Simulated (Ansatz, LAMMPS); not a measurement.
# Static equation of state of glassy 83P2O5-17Al2O3 (mol %) (80 atoms)

Density of this cell: 2.52 g/cm³. The cell holds 80 atoms: 20 P, 4 Al and 56 O. Cell: a = 10.399 Å, b = 9.967 Å, c = 10.341 Å, α = 89.5°, β = 86.5°, γ = 90.7°. The starting structure: 80 atoms (20 P, 4 Al, 56 O) placed at random at 2.43 g/cm³, melted at 4000 K for 10 ps at fixed volume with the Morse and Coulomb pair potential with partial charges (Pedone, Malavasi, Menziani, Cormack and Segre, J. Phys. Chem. B 110, 11780 (2006)). Quenched from 4000 K to 300 K at 6 K/ps and fixed volume, held 10 ps at zero pressure.

Calculated with Ansatz 0.2.0: Kohn-Sham DFT, PBE, PAW (set soft_2), plane waves; cutoff 420 eV, Γ point, fixed occupations. Cell and atoms were relaxed first, to V0 = 13.371 Å³ an atom at a residual P0 = 0.004 GPa. The cell was then scaled evenly, and the atoms were relaxed at each volume.

```
volume (Å³/atom)  pressure (GPa)
          12.034               ?
          12.569           2.328
          12.970           1.137
          13.772          -1.094
          14.173          -2.342
```

Task: Fit the third-order Birch–Murnaghan equation to the rows given and extrapolate to the withheld row.

**Working.**

Take the Eulerian strain f = ½[(V0/V)^(2/3) − 1] and the normalised pressure F = (P − P0) / [3f(1 + 2f)^(5/2)]. The third-order Birch–Murnaghan equation is then the line F = B0 + (3/2)B0(B′ − 4) f, so u = f and v = F.

| u = f | v = F (GPa) |
| --- | --- |
| 0.0210566 | 33.1856 |
| 0.0102569 | 35.0035 |
| -0.00975662 | 39.4081 |
| -0.0190504 | 45.2323 |

With n = 4: mean u = 6.2663e-4, mean v = 38.2074, Σ(u − ū)² = 0.0010051, Σ(u − ū)(v − v̄) = -0.28415. Slope b = -0.28415 / 0.0010051 = -282.70; intercept a = v̄ − b ū = 38.385.

So B0 = a = 38.4 GPa and B′ = 4 + 2b/(3a) = -0.910. At the withheld volume f = 0.03638, F = a + b f = 28.10 GPa, and P = P0 + 3f(1 + 2f)^(5/2) F.

Prediction at 12.034: 3.659 GPa. The run gave 4.240 GPa, so the fit is low by 0.58 GPa (14 % of the value).

The series isn't one smooth equation of state: even a line fitted to all rows, the withheld one included, misses F by up to 5.4 % and an atom moves over 0.5 Å in some relaxation. B0 and B′ are then only the numbers of this fit, not moduli of the material. Among the rows given, the largest miss of the fit is at 14.173, by 0.076 GPa (1.2 % of the range of the table).

Limits: Static cells at zero temperature; the cell shape is held. The program notes that the SCF threshold of these relaxations is loose for the stress. The quench rate of 6 K/ps is many orders above laboratory rates, so the cell is likely richer in defects and strain than a real sample. The network of bonds at the start is that of the classical potential that made the cell, and needn't be the one that DFT or experiment would give. Only the Γ point is sampled, in a cell whose shortest periodic width is 10 Å.

[Logs are printed without paths, hosts, clocks, repeated set-up lines and the standing remarks that a program may print on its own settings, such as how far it seeks lower states.]

[Hosts, paths, dates, database ids (printed as entryN), source tags and the programs' standing remarks are cut or masked in the printed files.]
